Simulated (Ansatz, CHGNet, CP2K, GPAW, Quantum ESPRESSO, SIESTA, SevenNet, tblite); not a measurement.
# Liquid diethyl ether at 300 K (75 atoms): one structure in several programs

How near do other programs and methods come to a plane-wave reference for liquid diethyl ether at 300 K (75 atoms)? A plane-wave run serves as the reference.

Method: Kohn-Sham DFT, PBE, PAW, plane waves, in Ansatz 0.2.0.

### 1. Set-up

The cell holds 75 atoms: 20 C, 5 O and 50 H. Cell: a = 9.535 Å, b = 9.535 Å, c = 9.535 Å, α = 90.0°, β = 90.0°, γ = 90.0°. 5 diethyl ether placed at random, at 0.71 g/cm³; overlaps pushed apart, then 10 ps at 450 K with MMFF94 bonds, angles, torsions, charges and radii (Halgren, J. Comput. Chem. 17, 490 (1996)) in harmonic and 12-6 forms. Snapshot after 20 ps at 300 K and fixed volume. Then every atom was moved at random, 0.05 Å r.m.s. a Cartesian component (hydrogen 0.6 of that).

### 2. Plane-wave reference

The PAW files are the set soft_2.

The input, input.yaml:

```yaml
crystal:
  lattice:
    - [9.53465, 0.0, 0.0]
    - [0.0, 9.53465, 0.0]
    - [0.0, 0.0, 9.53465]
  atoms:
    - { symbol: C, position: [0.90448, 0.0948, 0.75948] }
    - { symbol: C, position: [0.00233, 0.96484, 0.71498] }
    - { symbol: O, position: [0.94067, 0.90949, 0.59752] }
    - { symbol: C, position: [0.01206, 0.78599, 0.53118] }
    [... 65 atom lines left out ...]
    - { symbol: H, position: [0.86106, 0.66075, 0.09868] }
    - { symbol: H, position: [0.61468, 0.63594, 0.26796] }
    - { symbol: H, position: [0.52872, 0.49987, 0.17472] }
    - { symbol: H, position: [0.35241, 0.68322, 0.24411] }
    - { symbol: H, position: [0.37205, 0.67364, 0.05777] }
    - { symbol: H, position: [0.45208, 0.80493, 0.14449] }
kpoints:
  mp_grid: { grid: [1, 1, 1] }
hamiltonian:
  xc: pbe
scf:
  occupations: { method: fermi_dirac, width: 0.05 }
output:
  forces: true
  eigenvalues: true
  populations: true
  stress: true
```

Run with:

```console
ansatz run input.yaml --threads 4 --pin off --max-ram 8192MiB --backend cpu --events-out ev --progress --plain --runs-dir out
```

Numbers of over 12 decimals in the logs are rounded to 6 here.

The log of the run:

```text
[...]
Pseudopotentials: kind: paw
Pseudopotential: C, paw, valence charge 4, recommended cutoff 420 eV (normal), C.paw.azcp
Pseudopotential: O, paw, valence charge 6, recommended cutoff 420 eV (normal), O.paw.azcp
Pseudopotential: H, paw, valence charge 1, recommended cutoff 420 eV (normal), H.paw.azcp
[... 5 lines on functional and potentials left out ...]
Crystal: 75 atoms, lattice volume = 866.791 Å³
Basis set: ecut = 420 eV, 16879 PW (Γ), exchange–correlation on 128×128×128 points (8 copies of the dense FFT grid, shifted against one another)
Bands: 155, of which v1, the nominal top of the filled ones, is band 80 counted from 1 (79 counted from 0)
Symmetry: 1 space group operations
Space group: P1 (ITA 1), of the structure as read, at distance tolerance 9.5e-5 Å
k-points: 1
[... 7 lines on functional and potentials left out ...]
Initial density: superposition of atomic densities (neutral atoms: chi_scale 0, normalization atom), corrected by the library's trained network
Initial wavefunctions: pseudopotential atomic-orbital guess
[...]
SCF iter   1: F=—  HF=-8650.350187 eV  |F-HF|=—  |Δ(HF+E_count)|=         —  Δρ=4.52e-3  dr2=2.57e-1  ethr=1.77e-3  ⟨swp⟩=6.0  Hψ=736  notcnv=0  defer=26
preconditioner: auto → Resta (q_TF=auto, 2.059 Å⁻¹)  ε∞=2.1  [insulator: Δε(μ)=4.490 eV  Ē_g=14.548 eV  σ=0.050 eV  W_gap=1.00  n_scr=122 (ndim 8)  ℏωp=15.4 eV  f_vac=0.305  D(μ)=0.00/eV (n_scr^D=0)  ε∞_Penn≈2.1]
[...]
SCF iter   8: F=—  HF=-8650.327251 eV  |F-HF|=—  |Δ(HF+E_count)|=   1.34e-6  Δρ=6.67e-6  dr2=4.12e-7  ethr=3.01e-9  ⟨swp⟩=2.0  Hψ=166  notcnv=0  defer=69
SCF iter   9: F=-8650.327251 eV  HF=-8650.327251 eV  |F-HF|=1.47e-8  |Δ(HF+E_count)|=   8.18e-8  Δρ=2.19e-6  dr2=4.76e-8  ethr=6.25e-11  ⟨swp⟩=16.0  Hψ=1022  notcnv=0
SCF 1 converged in 9 iterations: F = -8650.327251 eV  dr2 = 4.76e-8
[...]
SCF converged after 9 iterations
Free energy (F): -8650.327251 eV
Harris-Foulkes:  -8650.327251 eV  (|F-HF|=1.47e-8)
Internal energy: -8650.327251 eV  (E = F + TS)
E sigma→0 (E₀):  -8650.327251 eV
Fermi energy:    0.339443 eV
--- Per-component energies (eV) ---
[...]
Σ components = -8650.327251   (vs F -8650.327251, Δ=0.00e0)
--- Forces (eV/Å), atoms counted from 1 ---
  atom   1  C      2.89989547    -3.33750555     2.97122420
  atom   2  C     -1.91200240    -0.59240286     2.10114547
  atom   3  O     -1.19539214    -1.18231462    -2.17720663
  atom   4  C     -0.36122180     1.55764458     6.01501941
[...]
atom  75  H      0.64930319    -0.27901973     0.61722766
  max |Σ_I F_I| component: 5.17e-5 eV/Å
--- Stress (GPa, compression-positive) ---
        1.688479       0.079363      -0.233881
        0.079364       3.049505       1.805813
       -0.233881       1.805812       1.317320
  P = ⅓ Tr σ = 2.0184 GPa (20.184 kbar)
--- Band table (eV) ---
  k-point 0: bands = ["-22.8119", "-22.4188", "-21.8430", "-21.8076", [... 139 levels ...], "9.1192", "9.2015", "9.2977", "9.3380", "9.3873", "9.4256", "9.5836", "9.5982", "9.7351", "9.8009", "9.8459", "9.9211"]
--- Löwdin populations: 75 sites ---
  site symbol       q [e]
     0      C      4.4687
     1      C      4.0202
     2      O      6.3720
[...]
74      H      0.8091
  spilling = 0.014355 (of n_electrons = 160.000000)
```

Wall time 4.6 s (4 threads of Arm Neoverse V1, shared host); peak memory 0.76 GiB; 16 s of CPU time.

The run gave:

```yaml
free_energy: -8650.3273 eV
free_energy_per_atom: -115.3377 eV/atom
scf_cycles: 9
pressure: 2.018 GPa
r_m_s_force_component: 1.842 eV/Å
longest_force: 7.482 eV/Å
fermi_energy: 0.3394 eV
spacing_of_highest_filled_and_lowest_empty_level: 4.349 eV
spilling_of_the_projection: 0.01435
```

Length of the force by element:

| element | coordination | atoms | mean length of the force (eV/Å) | spread | least | most |
| --- | --- | --- | --- | --- | --- | --- |
| C | all | 20 | 4.92 | 1.41 | 2.90 | 7.48 |
| H | all | 50 | 1.71 | 0.979 | 0.464 | 5.02 |
| O | all | 5 | 2.83 | 1.10 | 1.07 | 4.23 |

Löwdin charges by element (they lack the spilled electrons, 0.031 e an atom on average):

| element | coordination | atoms | mean charge (e) | spread | least | most |
| --- | --- | --- | --- | --- | --- | --- |
| C | all | 20 | -0.248 | 0.209 | -0.485 | 0.008 |
| H | all | 50 | 0.180 | 0.0291 | 0.107 | 0.231 |
| O | all | 5 | -0.347 | 0.0183 | -0.372 | -0.325 |

The levels nearest the highest filled one (over half full), pooled over k-points and spins:

```
level less the highest filled one (eV)  occupation
                                 -1.38           2
                                -0.401           2
                                -0.354           2
                               -0.0427           2
                               -0.0214           2
                                     0           2
                                  4.35           0
                                  5.11           0
                                  5.23           0
                                  5.34           0
                                  5.40           0
                                  5.45           0
```

The run ends at a pressure of 2.02 GPa, with forces up to 7.5 eV/Å.

### 3. Local order

Density 0.71 g/cm³, 11.56 Å³ an atom.

Pair distribution functions g(r), in bins of 0.2 Å:

```csv
r (Å),total,H-H,H-C,H-O,C-C,C-O,O-O
0.90,0.26,0.00,0.72,0.00,0.00,0.00,0.00
1.10,4.67,0.00,13.15,0.00,0.00,0.00,0.00
1.30,0.49,0.00,0.46,0.00,1.82,5.60,0.00
1.50,0.77,0.00,0.00,0.00,5.21,11.33,0.00
1.70,1.07,2.31,0.00,0.00,0.66,0.00,0.00
1.90,0.67,1.21,0.09,1.12,0.00,0.00,0.00
2.10,1.35,0.19,2.32,5.04,0.00,0.00,0.00
2.30,1.01,0.62,1.30,0.28,1.31,4.45,0.00
2.50,1.37,1.97,0.66,1.98,0.29,1.71,0.00
2.70,0.72,0.97,0.38,1.74,0.00,0.00,0.00
2.90,0.47,0.70,0.29,0.68,0.00,0.00,0.00
3.10,0.68,1.08,0.46,0.14,0.35,0.00,0.00
3.30,0.92,0.87,0.92,2.16,0.16,0.00,0.00
3.50,0.59,0.68,0.59,0.33,0.56,0.29,0.00
3.70,0.77,0.89,0.73,0.40,1.02,0.24,0.00
3.90,0.88,0.71,1.25,0.82,0.34,0.45,1.79
4.10,1.07,1.03,1.40,0.57,0.72,0.41,0.00
4.30,1.00,1.00,0.97,0.74,1.41,1.29,0.00
4.50,1.19,1.18,1.24,0.94,1.54,0.67,0.00
4.70,1.09,1.13,1.04,0.87,1.40,0.79,1.24
```

Bonds by pair of elements; cutoffs follow the first minimum of g(r), held within bounds set by covalent radii, and pairs that aren't listed don't count as bonded:

```csv
pair A-B,cutoff (Å),bonds,mean length (Å),spread (Å),shortest (Å),B about A,A about B
H-C,1.34,50,1.10,0.06,0.98,1,2.5
C-C,1.85,10,1.51,0.082,1.36,1,1
C-O,1.73,10,1.43,0.056,1.35,0.5,2
```

How many atoms have how many bonded neighbours:

```
element  mean   1  2   4
      C     4   0  0  20
      H     1  50  0   0
      O     2   0  5   0
```

### 4. The ladder

The programs:
- CHGNet: machine-learned potential, published weights.
- CP2K 2026.2: Gaussian basis with GTH pseudopotentials and a plane-wave density; labels give functional, basis (MOLOPT sets; SR short-range, UZH the newer set with its own potentials), grid cutoff/relative cutoff and solver (OT: orbital transformation; TRS4, TC2, SIGN: linear-scaling purification with its sparsity filter), or its built-in tight binding.
- GPAW 26.7.0: PAW with atomic orbitals (LCAO), plane waves or a real-space grid of spacing h.
- Quantum ESPRESSO 7.5: plane waves; labels (QE) give functional, pseudopotential set and cutoffs of waves/density.
- SIESTA 5.4.2: numerical atomic orbitals, whose automatically made sets are far from complete, with PseudoDojo norm-conserving potentials that we converted to its format (checked against plane waves on the same files for H, C, O, Si, Ge and Ca alone); labels give functional, basis size, energy shift and mesh cutoff.
- SevenNet: machine-learned potential, published weights.
- tblite 0.8.0: extended tight binding, driven from Python.

All use the same cell and atoms; the electronic-structure runs use the same k-mesh, and an electronic temperature of 580 K (0.05 eV) where levels are smeared.

Differences are against the plane-wave reference, forces as r.m.s. over components; share is that over the reference's r.m.s. force, slope the least-squares factor from reference forces to these. Total energies of different programs have different zeros and aren't compared.

```csv
run,"Δ force, r.m.s. (meV/Å)",share (%),slope,Δ pressure (GPa),Δ gap (eV),cores,CPU time,memory (GiB)
reference,-,-,-,-,-,4,16 s,0.76
CHGNet r2SCAN potential,256,13.9,0.916,-1.17,-,1,4.4 s,1.3
"CP2K PBE, DZVP-MOLOPT-SR, 600/50 Ry, OT CG",125,6.77,1.030,0.201,2.00,2,7.5 min,1.2
"CP2K PBE, TZVP-MOLOPT, 600/50 Ry, OT CG",46.8,2.54,1.006,0.204,0.625,4,52 min,2.3
"GPAW PBE, LCAO dzp, h 0.18 Å",316,17.2,1.076,-,0.496,1,41 s,0.71
"GPAW PBE, LCAO dzp, h 0.25 Å (coarse)",337,18.3,1.075,-,0.494,1,26 s,0.4
"GPAW PBE, LCAO sz(dzp), h 0.18 Å (coarse)",1821,98.8,1.287,-,1.91,1,18 s,0.57
"QE PBE, dojo-0.4.1-standard, 60/240 Ry (coarse)",23.6,1.28,0.994,-2.00,-0.0409,2,60 s,0.62
"QE PBE, sssp-1.3.0-efficiency, 60/480 Ry",14.6,0.791,1.000,0.0133,-9.0e-4,2,1.7 min,1.6
"SIESTA PBE, DZP, shift 0.01 Ry, mesh 500 Ry",381,20.7,1.100,2.21,0.550,2,2.7 min,1.4
SevenNet 0 potential,132,7.16,0.976,-0.180,-,1,8.1 s,0.95
SevenNet l3i5 potential,102,5.53,1.001,-0.0164,-,1,11 s,1.5
tblite GFN1-xTB,221,12.0,1.006,-1.32,-,1,1.3 s,0.13
tblite GFN2-xTB,268,14.5,0.953,-1.62,-,1,4.8 s,0.13
```

Rows marked coarse were listed beforehand as settings not expected to be converged; some can still land near the reference.

Times of the machine-learned potentials are mostly Python's start and the loading of weights.

CPU time is summed over cores on a shared host, where runs went side by side, so it is rough. Symmetry, cutoffs, thresholds, outputs and thread counts weren't matched or tuned between programs; memory under MPI is the largest rank's times the ranks.

Mean charges by element (e), by run and scheme:

```
                                        run     scheme      C      O      H
                                  reference     Löwdin  -0.25  -0.35  +0.18
 CP2K PBE, DZVP-MOLOPT-SR, 600/50 Ry, OT CG   Mulliken  -0.15  -0.17  +0.08
 CP2K PBE, DZVP-MOLOPT-SR, 600/50 Ry, OT CG  Hirshfeld  -0.07  -0.13  +0.04
    CP2K PBE, TZVP-MOLOPT, 600/50 Ry, OT CG   Mulliken  -0.12  -0.18  +0.07
    CP2K PBE, TZVP-MOLOPT, 600/50 Ry, OT CG  Hirshfeld  -0.07  -0.12  +0.04
SIESTA PBE, DZP, shift 0.01 Ry, mesh 500 Ry  Hirshfeld  -0.03  -0.09  +0.02
                            tblite GFN1-xTB   Mulliken  +0.05  -0.48  +0.03
                            tblite GFN2-xTB   Mulliken   0.00  -0.34  +0.03
```

The reference's Löwdin charges lack the electrons that the projection spills, 0.031 e an atom on average.

Within one program, basis, potentials and functional, energies share a zero. Each run against its twin at the usual cutoff or grid and solver:

```csv
run,twin,Δ energy (meV/atom),"Δ force, r.m.s. (meV/Å)",CPU time over the twin's
"GPAW PBE, LCAO dzp, h 0.25 Å","LCAO dzp, h 0.18 Å",94.6,102,0.64
```

A second geometry, displaced anew (every atom was moved at random, 0.04 Å r.m.s. a Cartesian component (hydrogen 0.6 of that)), gives an energy difference that all programs can be tested on. The reference puts it at -17.77 meV/atom.

```csv
run,energy less the first geometry's (meV/atom),error (meV/atom),force share at the second geometry (%)
"GPAW PBE, LCAO dzp, h 0.18 Å",-17.67,0.0934,20.6
SevenNet l3i5 potential,-17.60,0.161,7.18
"QE PBE, sssp-1.3.0-efficiency, 60/480 Ry",-17.60,0.17,1.05
tblite GFN2-xTB,-19.48,-1.71,17.6
CHGNet r2SCAN potential,-18.48,-0.716,19.0
tblite GFN1-xTB,-20.09,-2.32,13.8
"CP2K PBE, DZVP-MOLOPT-SR, 600/50 Ry, OT CG",-18.36,-0.599,7.94
"SIESTA PBE, DZP, shift 0.01 Ry, mesh 500 Ry",-18.60,-0.835,24.2
SevenNet 0 potential,-18.12,-0.359,9.15
"CP2K PBE, TZVP-MOLOPT, 600/50 Ry, OT CG",-17.49,0.273,3.59
"QE PBE, dojo-0.4.1-standard, 60/240 Ry",-17.58,0.181,1.27
"GPAW PBE, LCAO dzp, h 0.25 Å",-18.28,-0.517,22.0
"GPAW PBE, LCAO sz(dzp), h 0.18 Å",-8.930,8.84,122
```

### 5. Results

```yaml
reference_r_m_s_force_component: 1.84 eV/Å
nearest_in_forces: QE PBE, sssp-1.3.0-efficiency, 60/480 Ry, 0.79 %
farthest_in_forces: GPAW PBE, LCAO sz(dzp), h 0.18 Å (coarse), 99 %
cheapest_electronic_structure_run_beside_the_reference: tblite GFN1-xTB, 1.3 s of CPU time
```

What this shows: PBE on plane waves or a grid with other potentials, cutoffs or grids, coarse settings apart, differs from the reference by 0.79 % (QE PBE, sssp-1.3.0-efficiency, 60/480 Ry) of the r.m.s. force; this holds the reference's own error, so differences of a few per cent don't tell which side is nearer the exact PBE result (QE's 60 Ry are 816 eV, against the reference's 420 eV). The PBE runs in local orbitals, coarse settings apart, differ by 2.5 % (CP2K PBE, TZVP-MOLOPT, 600/50 Ry, OT CG) to 21 % (SIESTA PBE, DZP, shift 0.01 Ry, mesh 500 Ry); basis, grid and potentials can all enter. Tight binding differs by 12 % (tblite GFN1-xTB) to 15 % (tblite GFN2-xTB); it is another model, with fitted parameters of its own, and the xTB methods hold dispersion. Machine-learned potentials differ by 5.5 % (SevenNet l3i5 potential) to 14 % (CHGNet r2SCAN potential); they were trained on other programs' data, some at another functional. Runs with settings chosen to be coarse differ by 1.3 % (QE PBE, dojo-0.4.1-standard, 60/240 Ry) to 99 % (GPAW PBE, LCAO sz(dzp), h 0.18 Å), their programs' other errors included. Of the electronic-structure runs that take under half the reference's CPU time, tblite GFN1-xTB comes nearest, at 12 % in 1.3 s against 16 s. SIESTA PBE, DZP, shift 0.01 Ry, mesh 500 Ry stiffens the forces by a factor of 1.10 while following their directions (correlation 0.987). At the same functional, gaps differ from the reference's 4.35 eV by between -0.04 and +2.00 eV. A likely cause of the wide gaps: compact atomic orbitals describe empty levels worse than filled ones. In pressure, SIESTA PBE, DZP, shift 0.01 Ry, mesh 500 Ry misses by +2.2 GPa, at the same functional. Charges hang on model, scheme and program or settings: among these rows the mean for O runs from -0.48 to -0.09 e. The energy difference between the two geometries, -17.8 meV/atom in the reference, is met best by GPAW PBE, LCAO dzp, h 0.18 Å (+0.0934) and worst by GPAW PBE, LCAO sz(dzp), h 0.18 Å (coarse) (+8.84). In the reference: filled and empty levels are parted by 4.35 eV (at Γ alone); a semilocal functional tends to put such gaps too low. In a disordered cell it changes from sample to sample and from frame to frame. In the reference: mean Löwdin charges: C -0.25, H +0.18, O -0.35 e (they miss 1.4 % of the electrons, so they add up to more than the cell's charge). Periodic xTB results under one method name differ between programs and library versions. Machine-learned potentials mimic data converged in k, so the reference's own k-point error enters their differences. The network of contacts between molecules at the start is that of the classical potential that made the cell, and needn't be the one that DFT or experiment would give. The reference's PBE has no dispersion term, which matters for the binding between molecules or layers. The electronic-structure runs sample only Γ, in a cell whose shortest periodic width is 10 Å.

[Also dropped from logs without a mark: logging warnings of Python, and SIESTA's first energy breakdown and zero terms.]

[Logs are printed without paths, hosts, clocks, repeated set-up lines and the standing remarks that a program may print on its own settings, such as how far it seeks lower states.]

[Hosts, paths, dates, database ids (printed as entryN), source tags and the programs' standing remarks are cut or masked in the printed files.]

[The MMFF94 radii named for the starting cell were scaled by 0.96; in molecules described by MMFF94, hydrogen bound to N, O or S took a small fixed 12-6 site in their place.]
